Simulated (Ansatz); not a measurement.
# Direct or indirect: ZnS (P6_3mc)

```
CELL_PARAMETERS angstrom
3.81100 0.00000 0.00000
-1.90550 3.30042 0.00000
0.00000 0.00000 6.23400
ATOMIC_POSITIONS crystal
Zn 0.66667 0.33333 0.50000
Zn 0.33333 0.66667 0.00000
S 0.66667 0.33333 0.88500
S 0.33333 0.66667 0.38500
```

Method: Ansatz, PBE, independent particles, without spin-orbit coupling, line width 0.1 eV (Gaussian). The band structure gives a fundamental gap of 2.25 eV. The spectrum of vertical transitions near the edge:

```tsv
E (eV)	Im ε, E ∥ xy	Im ε, E ∥ z
1.80	0.00	0.00
1.92	0.00	0.00
2.04	0.00	0.00
2.16	0.02	0.03
2.28	0.21	0.27
2.40	0.48	0.59
2.52	0.65	0.78
2.64	0.76	0.91
2.76	0.84	1.01
2.88	0.91	1.10
3.00	0.98	1.18
3.12	1.04	1.26
3.24	1.10	1.34
3.36	1.17	1.42
3.48	1.24	1.51
```

Question: Is the gap direct or indirect, and about where do vertical transitions set in?

Answer: Direct: the band path has its least direct gap at the fundamental one, 2.25 eV, and the curves rise from there. Lines are broadened by 0.1 eV, which spreads the edge.

[Logs are printed without paths, hosts, clocks, repeated set-up lines and the standing remarks that a program may print on its own settings, such as how far it seeks lower states.]
